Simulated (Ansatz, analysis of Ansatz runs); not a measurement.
# Migration in Li2ZnCl4 (Fd-3m): V_Li hop (3.6 Å), charge −1, part 2 of 4

How high is the barrier when Li changes place in Li2ZnCl4 (Fd-3m)? The case: V_Li hop (3.6 Å), charge −1, in a cell of 56 host atoms with 1 Li taken out.

Ansatz 0.2.0; plane-wave PAW DFT, PBEsol; nudged elastic band between two relaxed defect structures at fixed charge in a uniform background.

So far: The structure; Relaxation of the start point, charge −1; Relaxation of the end point, charge −1.

## (4) Nudged elastic band, charge −1

5 movable images are laid between the ends on a pair-potential path, which keeps atoms from colliding in the first guess. Each image feels the true force across the path and a spring force along it. The highest image is set to climb to the top of the path.

This step: plane-wave PAW DFT, PBEsol; nudged elastic band between two relaxed defect structures at fixed charge in a uniform background.

The input, qm1.neb/input.yaml:

```yaml
crystal:
  lattice:
    - [10.2311792, 0.0, 0.0]
    - [0.0, 10.2311792, 0.0]
    - [0.0, 0.0, 10.2311792]
  atoms:
    - { symbol: Li, position: [0.38310106, 0.38266887, 0.63056514] }
    - { symbol: Li, position: [0.37666853, 0.87346249, 0.12463807] }
    - { symbol: Li, position: [0.8737726, 0.37640444, 0.12453755] }
    - { symbol: Li, position: [0.86735169, 0.86710357, 0.618565] }
    - { symbol: Li, position: [0.37657846, 0.12491815, 0.87322152] }
    - { symbol: Li, position: [0.38307251, 0.63076869, 0.38239267] }
    - { symbol: Li, position: [0.87387671, 0.12494605, 0.37597448] }
    - { symbol: Li, position: [0.86742238, 0.61903933, 0.86673452] }
    - { symbol: Li, position: [0.12534591, 0.12483028, 0.6245377] }
    - { symbol: Li, position: [0.1252972, 0.62494206, 0.12448783] }
    - { symbol: Li, position: [0.62520506, 0.12494856, 0.12467015] }
    - { symbol: Li, position: [0.1251535, 0.37625399, 0.87318756] }
    - { symbol: Li, position: [0.12524922, 0.87336938, 0.37602522] }
    - { symbol: Li, position: [0.63124379, 0.38284611, 0.38244816] }
    - { symbol: Li, position: [0.61927605, 0.86714614, 0.86673836] }
    - { symbol: Zn, position: [-0.00160848, -0.00191047, -0.00220504] }
    - { symbol: Zn, position: [0.00278307, 0.50225463, 0.50194659] }
    - { symbol: Zn, position: [0.50258455, 0.00234377, 0.50188721] }
    - { symbol: Zn, position: [0.50258237, 0.50226071, 0.00205448] }
    - { symbol: Zn, position: [0.25204712, 0.25173805, 0.25140152] }
    - { symbol: Zn, position: [0.24779551, 0.74753901, 0.74721744] }
    - { symbol: Zn, position: [0.74792664, 0.2473968, 0.7472237] }
    - { symbol: Zn, position: [0.74790905, 0.74756063, 0.24709575] }
    - { symbol: Cl, position: [0.37774749, 0.12168445, 0.12135244] }
    - { symbol: Cl, position: [0.37509941, 0.62264492, 0.62234189] }
    - { symbol: Cl, position: [0.8799752, 0.11911363, 0.62104787] }
    - { symbol: Cl, position: [0.87999114, 0.6214159, 0.11877774] }
    - { symbol: Cl, position: [0.37160534, 0.37129538, 0.87545773] }
    - { symbol: Cl, position: [0.37160634, 0.8757561, 0.37093065] }
    - { symbol: Cl, position: [0.87609062, 0.37132727, 0.3709629] }
    - { symbol: Cl, position: [0.87068305, 0.87045389, 0.8700576] }
    - { symbol: Cl, position: [0.37982851, 0.37931525, 0.37913246] }
    - { symbol: Cl, position: [0.37434896, 0.87851399, 0.87826194] }
    - { symbol: Cl, position: [0.87884621, 0.37408692, 0.87820174] }
    - { symbol: Cl, position: [0.8789106, 0.87853491, 0.37370881] }
    - { symbol: Cl, position: [0.37056665, 0.13061607, 0.62817002] }
    - { symbol: Cl, position: [0.37053617, 0.62841301, 0.13040321] }
    - { symbol: Cl, position: [0.87271416, 0.128169, 0.12781576] }
    - { symbol: Cl, position: [0.87540705, 0.62716193, 0.62675972] }
    - { symbol: Cl, position: [0.1310061, 0.3701529, 0.62811775] }
    - { symbol: Cl, position: [0.12845416, 0.87239294, 0.12782288] }
    - { symbol: Cl, position: [0.62875768, 0.37025008, 0.1303952] }
    - { symbol: Cl, position: [0.62739155, 0.87494881, 0.62675629] }
    - { symbol: Cl, position: [0.12842166, 0.12811618, 0.87204111] }
    - { symbol: Cl, position: [0.13102918, 0.62836435, 0.36980571] }
    - { symbol: Cl, position: [0.62877775, 0.13063836, 0.36987038] }
    - { symbol: Cl, position: [0.62740762, 0.62716759, 0.8747037] }
    - { symbol: Cl, position: [0.12202347, 0.37741467, 0.12135041] }
    - { symbol: Cl, position: [0.11953283, 0.87959623, 0.62102348] }
    - { symbol: Cl, position: [0.62309538, 0.37480114, 0.62236849] }
    - { symbol: Cl, position: [0.62171476, 0.87963017, 0.11884979] }
    - { symbol: Cl, position: [0.1220412, 0.12166193, 0.37710763] }
    - { symbol: Cl, position: [0.11949858, 0.62136206, 0.87928886] }
    - { symbol: Cl, position: [0.62171836, 0.11918778, 0.87932399] }
    - { symbol: Cl, position: [0.62308121, 0.62275233, 0.37453988] }
total_charge: -1
basis:
  ecutwfc: 420
  xc_grid: 2
hamiltonian:
  xc: pbesol
kpoints:
  mp_grid: { grid: [1, 1, 1], shift: [0.25, 0.25, 0.25] }
scf:
  occupations: { method: fixed }
  max_iter: 120
output:
  forces: true
neb:
  images: 5
  f_tol: 0.04
  climbing: true
  initial_path: idpp
  max_iterations: 45
  order_check: false
  final_atoms:
    - { symbol: Li, position: [0.37587623, 0.37633245, 0.62666697] }
    - { symbol: Li, position: [0.3758591, 0.87345916, 0.12374635] }
[... 1 atom line left out ...]
    - { symbol: Li, position: [0.88198168, 0.86692928, 0.63317147] }
[... 3 atom lines left out ...]
    - { symbol: Li, position: [0.63391624, 0.61884972, 0.63326636] }
[... 6 atom lines left out ...]
    - { symbol: Li, position: [0.63385166, 0.86689847, 0.88140941] }
[... 1 atom line left out ...]
    - { symbol: Zn, position: [-0.00186852, 0.50231617, 0.4972015] }
[... 1 atom line left out ...]
    - { symbol: Zn, position: [0.49791668, 0.50231648, -0.00256542] }
[... 2 atom lines left out ...]
    - { symbol: Zn, position: [0.75387901, 0.24755564, 0.75324608] }
[... 8 atom lines left out ...]
    - { symbol: Cl, position: [0.87359938, 0.87387892, 0.87293766] }
[... 2 atom lines left out ...]
    - { symbol: Cl, position: [0.87828507, 0.37590193, 0.87766226] }
[... 4 atom lines left out ...]
    - { symbol: Cl, position: [0.87388413, 0.62699261, 0.62536602] }
[... 3 atom lines left out ...]
    - { symbol: Cl, position: [0.63027055, 0.87079261, 0.62964489] }
[... 3 atom lines left out ...]
    - { symbol: Cl, position: [0.62612681, 0.62701457, 0.87323881] }
[... 2 atom lines left out ...]
    - { symbol: Cl, position: [0.62262382, 0.37369387, 0.62196343] }
[... 4 atom lines left out ...]
    - { symbol: Cl, position: [0.62109891, 0.62132292, 0.38102731] }
```

Command:

```
> ansatz run input.yaml --threads 4 --pin off --max-ram 7536MiB --backend cpu --events-out ev --progress --plain --runs-dir out
```

Numbers of over 12 decimals in the logs are rounded to 6 here.

The log of the run:

```text
[...]
Warning: neb: disabling space-group detection — the band's intermediate images generally break the endpoint symmetry, so the full k-mesh is solved, and no spatial operation symmetrises the density, except that a semilocal band can use its path's symmetry [...]
[...]
parallel-image band execution: 3 concurrent image workers
NEB image 0
Crystal: 55 atoms, lattice volume = 1070.969 Å³
Basis set: ecut = 420 eV, 20863 PW (Γ), exchange–correlation on 144×144×144 points (8 copies of the dense FFT grid, shifted against one another)
Bands: 238, of which v1, the nominal top of the filled ones, is band 183 counted from 1 (182 counted from 0)
Symmetry: 1 space group operations
k-points: 1
[...]
SCF iter   1: F=—  HF=-63317.034020 eV  |F-HF|=—  |Δ(HF+E_count)|=         —  Δρ=1.02e-2  dr2=9.65e-1  ethr=1.77e-3  ⟨swp⟩=6.0  Hψ=765  notcnv=0  defer=53
[...]
SCF iter   9: F=-63316.711918 eV  HF=-63316.711918 eV  |F-HF|=1.92e-8  |Δ(HF+E_count)|=   4.39e-7  Δρ=2.57e-6  dr2=7.22e-8  ethr=2.73e-11  ⟨swp⟩=2.0  Hψ=746  notcnv=0
SCF 1 converged in 9 iterations: F = -63316.711918 eV  dr2 = 7.22e-8
[...]
NSCF: frozen V_eff on 1 k-points
NEB image 6
SCF iter   1: F=—  HF=-63317.042343 eV  |F-HF|=—  |Δ(HF+E_count)|=         —  Δρ=1.01e-2  dr2=9.43e-1  ethr=1.77e-3  ⟨swp⟩=5.0  Hψ=930  notcnv=0  defer=53
[...]
SCF iter  10: F=-63316.710534 eV  HF=-63316.710534 eV  |F-HF|=1.42e-8  |Δ(HF+E_count)|=   1.12e-7  Δρ=9.79e-7  dr2=1.28e-8  ethr=2.73e-11  ⟨swp⟩=4.0  Hψ=610  notcnv=0
SCF 2 converged in 10 iterations: F = -63316.710534 eV  dr2 = 1.28e-8
[...]
NEB end point (image 0): max|allowed force component| = 4.801e-3 eV/Å (the criterion of neb.relax_end_points is 1.000e-2)
NEB end point (image 6): max|allowed force component| = 5.171e-3 eV/Å (the criterion of neb.relax_end_points is 1.000e-2)
NEB image 1
SCF iter   1: F=—  HF=-63316.807391 eV  |F-HF|=—  |Δ(HF+E_count)|=         —  Δρ=1.02e-2  dr2=9.60e-1  ethr=1.77e-3  ⟨swp⟩=6.0  Hψ=932  notcnv=0  defer=53
[...]
SCF iter   9: F=-63316.482943 eV  HF=-63316.482943 eV  |F-HF|=5.70e-8  |Δ(HF+E_count)|=   1.16e-6  Δρ=1.78e-6  dr2=4.16e-8  ethr=2.73e-11  ⟨swp⟩=4.0  Hψ=738  notcnv=0
SCF 3 converged in 9 iterations: F = -63316.482943 eV  dr2 = 4.16e-8
NEB image 2
SCF iter   1: F=—  HF=-63316.418327 eV  |F-HF|=—  |Δ(HF+E_count)|=         —  Δρ=1.02e-2  dr2=9.50e-1  ethr=1.77e-3  ⟨swp⟩=5.0  Hψ=932  notcnv=0  defer=53
[...]
SCF iter   9: F=-63316.086337 eV  HF=-63316.086336 eV  |F-HF|=4.65e-8  |Δ(HF+E_count)|=   1.31e-6  Δρ=1.75e-6  dr2=5.41e-8  ethr=2.73e-11  ⟨swp⟩=2.0  Hψ=798  notcnv=0
SCF 4 converged in 9 iterations: F = -63316.086337 eV  dr2 = 5.41e-8
NEB image 3
SCF iter   1: F=—  HF=-63316.207282 eV  |F-HF|=—  |Δ(HF+E_count)|=         —  Δρ=1.02e-2  dr2=9.62e-1  ethr=1.77e-3  ⟨swp⟩=5.0  Hψ=768  notcnv=0  defer=53
[...]
SCF iter   9: F=-63315.882266 eV  HF=-63315.882266 eV  |F-HF|=6.14e-8  |Δ(HF+E_count)|=   1.63e-6  Δρ=1.84e-6  dr2=5.07e-8  ethr=2.73e-11  ⟨swp⟩=2.0  Hψ=798  notcnv=0
SCF 5 converged in 9 iterations: F = -63315.882266 eV  dr2 = 5.07e-8
NEB image 4
SCF iter   1: F=—  HF=-63316.419883 eV  |F-HF|=—  |Δ(HF+E_count)|=         —  Δρ=1.02e-2  dr2=9.50e-1  ethr=1.77e-3  ⟨swp⟩=5.0  Hψ=932  notcnv=0  defer=53
[...]
SCF iter   9: F=-63316.087944 eV  HF=-63316.087944 eV  |F-HF|=5.34e-8  |Δ(HF+E_count)|=   2.01e-6  Δρ=1.87e-6  dr2=6.72e-8  ethr=2.73e-11  ⟨swp⟩=2.0  Hψ=796  notcnv=0
SCF 6 converged in 9 iterations: F = -63316.087944 eV  dr2 = 6.72e-8
NEB image 5
SCF iter   1: F=—  HF=-63316.811818 eV  |F-HF|=—  |Δ(HF+E_count)|=         —  Δρ=1.01e-2  dr2=9.55e-1  ethr=1.77e-3  ⟨swp⟩=5.0  Hψ=765  notcnv=0  defer=53
[...]
SCF iter   9: F=-63316.483278 eV  HF=-63316.483278 eV  |F-HF|=7.90e-8  |Δ(HF+E_count)|=   1.99e-6  Δρ=1.84e-6  dr2=5.25e-8  ethr=2.73e-11  ⟨swp⟩=3.0  Hψ=785  notcnv=0
SCF 7 converged in 9 iterations: F = -63316.483278 eV  dr2 = 5.25e-8
NEB iter   1: max|band force component| = 5.261e-1 eV/Å  barrier→ = 0.8297 eV  barrier← = 0.8283 eV  Δτ_max = 0.1992 Å  (64 SCF iters)
NEB image 1
[...]
iter 1 solved again at ethr=4.00e-5 eV; its pass at ethr=3.10e-3 eV (dr2=1.46e-1 eV) is discarded
[...]
SCF iter   9: F=-63316.572443 eV  HF=-63316.572443 eV  |F-HF|=1.41e-8  |Δ(HF+E_count)|=   5.16e-8  Δρ=1.60e-6  dr2=2.22e-8  ethr=2.73e-11  ⟨swp⟩=4.0  Hψ=714  notcnv=0
SCF 8 converged in 9 iterations: F = -63316.572443 eV  dr2 = 2.22e-8
NEB image 2
[...]
SCF iter   9: F=-63316.298866 eV  HF=-63316.298866 eV  |F-HF|=2.57e-8  |Δ(HF+E_count)|=   1.08e-7  Δρ=1.50e-6  dr2=2.45e-8  ethr=2.73e-11  ⟨swp⟩=4.0  Hψ=735  notcnv=0
SCF 9 converged in 9 iterations: F = -63316.298866 eV  dr2 = 2.45e-8
NEB image 3
[...]
SCF iter   9: F=-63316.138034 eV  HF=-63316.138034 eV  |F-HF|=2.52e-8  |Δ(HF+E_count)|=   3.66e-8  Δρ=1.57e-6  dr2=2.53e-8  ethr=2.73e-11  ⟨swp⟩=4.0  Hψ=735  notcnv=0
SCF 10 converged in 9 iterations: F = -63316.138034 eV  dr2 = 2.53e-8
NEB image 4
[...]
SCF iter   9: F=-63316.298613 eV  HF=-63316.298613 eV  |F-HF|=2.55e-8  |Δ(HF+E_count)|=   9.41e-8  Δρ=1.50e-6  dr2=2.44e-8  ethr=2.73e-11  ⟨swp⟩=4.0  Hψ=726  notcnv=0
SCF 11 converged in 9 iterations: F = -63316.298613 eV  dr2 = 2.44e-8
NEB image 5
[...]
SCF iter   9: F=-63316.571472 eV  HF=-63316.571472 eV  |F-HF|=1.28e-8  |Δ(HF+E_count)|=   5.86e-8  Δρ=1.62e-6  dr2=2.28e-8  ethr=2.73e-11  ⟨swp⟩=4.0  Hψ=711  notcnv=0
SCF 12 converged in 9 iterations: F = -63316.571472 eV  dr2 = 2.28e-8
NEB iter   2: max|band force component| = 4.939e-1 eV/Å  barrier→ = 0.5739 eV  barrier← = 0.5725 eV  CI = image 3  Δτ_max = 0.1990 Å  (45 SCF iters)
NEB image 1
[...]
SCF iter   7: F=-63316.579595 eV  HF=-63316.579595 eV  |F-HF|=1.37e-8  |Δ(HF+E_count)|=   1.49e-6  Δρ=2.94e-6  dr2=9.20e-8  ethr=2.73e-11  ⟨swp⟩=2.0  Hψ=797  notcnv=0
SCF 13 converged in 7 iterations: F = -63316.579595 eV  dr2 = 9.20e-8
NEB image 2
[...]
SCF iter   8: F=-63316.368005 eV  HF=-63316.368005 eV  |F-HF|=6.07e-8  |Δ(HF+E_count)|=   7.18e-8  Δρ=2.56e-6  dr2=4.59e-8  ethr=2.73e-11  ⟨swp⟩=4.0  Hψ=732  notcnv=0
SCF 14 converged in 8 iterations: F = -63316.368005 eV  dr2 = 4.59e-8
NEB image 3
[...]
NEB iter   7: max|band force component| = 1.221e-1 eV/Å  barrier→ = 0.2434 eV  barrier← = 0.2420 eV  CI = image 4  Δτ_max = 0.0351 Å  (32 SCF iters)
NEB image 1
[...]
SCF iter   7: F=-63316.584603 eV  HF=-63316.584603 eV  |F-HF|=6.16e-9  |Δ(HF+E_count)|=   7.71e-8  Δρ=8.49e-7  dr2=1.37e-8  ethr=2.73e-11  ⟨swp⟩=3.0  Hψ=608  notcnv=0
SCF 38 converged in 7 iterations: F = -63316.584603 eV  dr2 = 1.37e-8
NEB image 2
[...]
SCF iter   7: F=-63316.471591 eV  HF=-63316.471591 eV  |F-HF|=5.57e-9  |Δ(HF+E_count)|=   1.77e-7  Δρ=9.94e-7  dr2=1.56e-8  ethr=2.73e-11  ⟨swp⟩=4.0  Hψ=677  notcnv=0
SCF 39 converged in 7 iterations: F = -63316.471591 eV  dr2 = 1.56e-8
NEB image 3
[...]
SCF iter   7: F=-63316.524318 eV  HF=-63316.524318 eV  |F-HF|=4.05e-9  |Δ(HF+E_count)|=   1.74e-7  Δρ=1.10e-6  dr2=2.06e-8  ethr=2.73e-11  ⟨swp⟩=4.0  Hψ=693  notcnv=0
SCF 40 converged in 7 iterations: F = -63316.524318 eV  dr2 = 2.06e-8
NEB image 4
[...]
SCF iter   7: F=-63316.469573 eV  HF=-63316.469573 eV  |F-HF|=1.65e-8  |Δ(HF+E_count)|=   1.21e-7  Δρ=1.22e-6  dr2=2.62e-8  ethr=2.73e-11  ⟨swp⟩=3.0  Hψ=608  notcnv=0
SCF 41 converged in 7 iterations: F = -63316.469573 eV  dr2 = 2.62e-8
NEB image 5
[...]
SCF iter   7: F=-63316.593940 eV  HF=-63316.593940 eV  |F-HF|=7.04e-9  |Δ(HF+E_count)|=   6.29e-8  Δρ=9.18e-7  dr2=1.42e-8  ethr=2.73e-11  ⟨swp⟩=3.0  Hψ=608  notcnv=0
SCF 42 converged in 7 iterations: F = -63316.593940 eV  dr2 = 1.42e-8
NEB image 1
[...]
NEB image 2
[...]
NEB image 3
[...]
NEB image 5
[...]
NEB image 4
[...]
the band table was solved once a step of the walk had ended and its energy, with any forces and stress, was formed, with the checks that follow a solve (1141 applications of the Hamiltonian). They found nothing against the state; [...]
NEB iter   8: max|band force component| = 3.802e-2 eV/Å  barrier→ = 0.2423 eV  barrier← = 0.2410 eV  CI = image 4  Δτ_max = 0.0000 Å  (35 SCF iters)
SCF converged after 7 iterations
Free energy (F): -63316.469573 eV
[...]
Internal energy: -63316.469573 eV  (E = F + TS)
E sigma→0 (E₀):  -63316.469573 eV
Fermi energy:    2.188650 eV
[...]
--- Forces (eV/Å), atoms counted from 1 ---
  atom   1  Li    -0.00149912    -0.00286059    -0.00082671
  atom   2  Li     0.00283118     0.00154045    -0.00104980
  [... 1 atom left out ...]
  atom   4  Li    -0.00333281     0.00244857     0.00757688
  [... 3 atoms left out ...]
  atom   8  Li    -0.01318030    -0.02169970    -0.02157263
  [... 6 atoms left out ...]
  atom  15  Li     0.00800414     0.00108360    -0.00378677
  [... 3 atoms left out ...]
  atom  19  Zn    -0.00685297    -0.01016347     0.00846582
  [... 11 atoms left out ...]
  atom  31  Cl     0.00393627     0.00216020     0.00387163
  [... 2 atoms left out ...]
  atom  34  Cl    -0.00319839    -0.00353902    -0.00290831
  [... 4 atoms left out ...]
  atom  39  Cl    -0.01332561     0.01367015     0.01862014
  [... 3 atoms left out ...]
  atom  43  Cl    -0.00851527    -0.00186575    -0.00868915
  [... 3 atoms left out ...]
  atom  47  Cl     0.01580526     0.01678626    -0.00770524
  [... 2 atoms left out ...]
  atom  50  Cl     0.00348151     0.03653171     0.00398118
  [... 5 atoms left out ...]
  max |Σ_I F_I| component: 7.79e-5 eV/Å
--- Band table (eV) ---
[...]
this run last wrote the band of iteration 8 to <dir>
--- NEB band (7 images, 8 band iterations, 326 SCF iterations) ---
  forward barrier  = 0.242345 eV
  backward barrier = 0.240961 eV
  climbing image's point = of an order that was not read
  energies are F+E_penalty+E_count in eV, relative to image 0
  image     s (Å)  Δ vs image 0  max|band force component| (eV/Å)
      0    0.0000      0.000000                                 —
      1    0.7194      0.127314                          2.421e-2
      2    1.4388      0.240326                          2.065e-2
      3    2.1583      0.187600                          2.210e-2
  *   4    2.8777      0.242345                          3.802e-2
      5    3.5578      0.117978                          1.819e-2
      6    4.2379      0.001384                                 —
  climbing-image geometry (image 4):
  cell:  # Å, volume = 1070.9694 Å³
    - [10.2311792, 0.0, 0.0]
    - [0.0, 10.2311792, 0.0]
    - [0.0, 0.0, 10.2311792]
  atoms:
    - { symbol: Li, position: [0.373005, 0.382484, 0.626358] }
    - { symbol: Li, position: [0.376405, 0.874873, 0.124627] }
    - { symbol: Li, position: [0.870364, 0.385671, 0.117126] }
    - { symbol: Li, position: [0.876794, 0.873640, 0.627654] }
    - { symbol: Li, position: [0.371491, 0.124342, 0.875072] }
    - { symbol: Li, position: [0.383572, 0.631729, 0.382898] }
    - { symbol: Li, position: [0.875739, 0.124353, 0.370817] }
    - { symbol: Li, position: [0.706347, 0.552545, 0.705814] }
    - { symbol: Li, position: [0.129416, 0.122891, 0.625425] }
    - { symbol: Li, position: [0.118635, 0.633347, 0.117971] }
    - { symbol: Li, position: [0.626101, 0.122895, 0.128742] }
    - { symbol: Li, position: [0.117789, 0.385642, 0.869720] }
    - { symbol: Li, position: [0.125250, 0.874858, 0.375760] }
    - { symbol: Li, position: [0.627021, 0.382472, 0.372346] }
    - { symbol: Li, position: [0.628291, 0.873710, 0.876174] }
    - { symbol: Zn, position: [-0.002954, 0.001735, -0.003615] }
    - { symbol: Zn, position: [0.006817, 0.499046, 0.490565] }
    - { symbol: Zn, position: [0.504587, -0.000241, 0.503934] }
    - { symbol: Zn, position: [0.491254, 0.499061, 0.006145] }
    - { symbol: Zn, position: [0.249532, 0.253356, 0.248869] }
    - { symbol: Zn, position: [0.252970, 0.746779, 0.751060] }
    - { symbol: Zn, position: [0.754394, 0.234308, 0.753741] }
    - { symbol: Zn, position: [0.751733, 0.746778, 0.252359] }
    - { symbol: Cl, position: [0.377944, 0.123272, 0.122162] }
    - { symbol: Cl, position: [0.381900, 0.622033, 0.623432] }
    - { symbol: Cl, position: [0.883325, 0.118005, 0.618048] }
    - { symbol: Cl, position: [0.879437, 0.624055, 0.124171] }
    - { symbol: Cl, position: [0.369251, 0.370155, 0.872643] }
    - { symbol: Cl, position: [0.373208, 0.876176, 0.372535] }
    - { symbol: Cl, position: [0.873282, 0.370156, 0.368579] }
    - { symbol: Cl, position: [0.871421, 0.875675, 0.870771] }
    - { symbol: Cl, position: [0.379279, 0.379177, 0.378611] }
    - { symbol: Cl, position: [0.378145, 0.881545, 0.879781] }
    - { symbol: Cl, position: [0.869568, 0.381751, 0.868890] }
    - { symbol: Cl, position: [0.880434, 0.881589, 0.377486] }
    - { symbol: Cl, position: [0.373204, 0.130825, 0.628698] }
    - { symbol: Cl, position: [0.367790, 0.629916, 0.134742] }
    - { symbol: Cl, position: [0.872149, 0.134068, 0.126317] }
    - { symbol: Cl, position: [0.891079, 0.633443, 0.618379] }
    - { symbol: Cl, position: [0.130031, 0.369909, 0.624714] }
    - { symbol: Cl, position: [0.128953, 0.878541, 0.128281] }
    - { symbol: Cl, position: [0.625386, 0.369918, 0.129359] }
    - { symbol: Cl, position: [0.631617, 0.874992, 0.630982] }
    - { symbol: Cl, position: [0.126993, 0.134071, 0.871495] }
    - { symbol: Cl, position: [0.135422, 0.629892, 0.367074] }
    - { symbol: Cl, position: [0.629340, 0.130830, 0.372530] }
    - { symbol: Cl, position: [0.619080, 0.633423, 0.890371] }
    - { symbol: Cl, position: [0.120710, 0.380135, 0.120059] }
    - { symbol: Cl, position: [0.127019, 0.880211, 0.621513] }
    - { symbol: Cl, position: [0.622801, 0.361881, 0.622125] }
    - { symbol: Cl, position: [0.622173, 0.880167, 0.126361] }
    - { symbol: Cl, position: [0.122815, 0.123272, 0.377270] }
    - { symbol: Cl, position: [0.124848, 0.624034, 0.878798] }
    - { symbol: Cl, position: [0.618717, 0.118029, 0.882675] }
    - { symbol: Cl, position: [0.624097, 0.622027, 0.381264] }
```

Elapsed: 11 min, on 4 threads of Arm Neoverse V2, shared host; peak memory 4.1 GiB; 30 min of CPU time.

The path, image by image:

```tsv
image	path (Å)	energy (eV)	Li8: x, y, z (Å)
0	0.000	0.0000	8.875, 6.334, 8.868
1	0.719	0.1273	8.511, 5.961, 8.504
2	1.439	0.2403	8.096, 5.594, 8.089
3	2.158	0.1876	7.662, 5.378, 7.654
4	2.878	0.2423	7.227, 5.653, 7.221
5	3.558	0.1180	6.830, 5.985, 6.825
6	4.238	0.0014	6.486, 6.332, 6.479
```

This step gave:

```yaml
free_energy: -63316.4696 eV
barrier_forward: 0.2423 eV
barrier_backward: 0.2410 eV
end_less_start: 0.001384 eV
hop_length: 3.378 Å
```

Track of the atom that was set to move:

```tsv
image	x (Å)	y (Å)	z (Å)	nearest neighbour	distance (Å)
0	8.875	6.334	8.868	Cl	2.458
1	8.511	5.961	8.504	Cl	2.312
2	8.096	5.594	8.089	Cl	2.249
3	7.662	5.378	7.654	Cl	2.253
4	7.227	5.653	7.221	Cl	2.247
5	6.83	5.985	6.825	Cl	2.318
6	6.486	6.332	6.479	Cl	2.458
```

The band met its tolerance of 0.04 eV/Å after 8 iterations, with image 4 on top (the start counts as 0). Li8, which moves farthest between the ends, has 6 Cl at 2.46 to 2.58 Å nearest at the start and 3 Cl at 2.25 to 2.30 Å at the top. The path has 2 maxima, and only the highest was climbed; it lies 0.05 eV above the dip at image 3.

[end of part 2 of 4]

[Logs are printed without paths, hosts, clocks, repeated set-up lines and the standing remarks that a program may print on its own settings, such as how far it seeks lower states.]

[Hosts, paths, dates, database ids (printed as entryN), source tags and the programs' standing remarks are cut or masked in the printed files.]
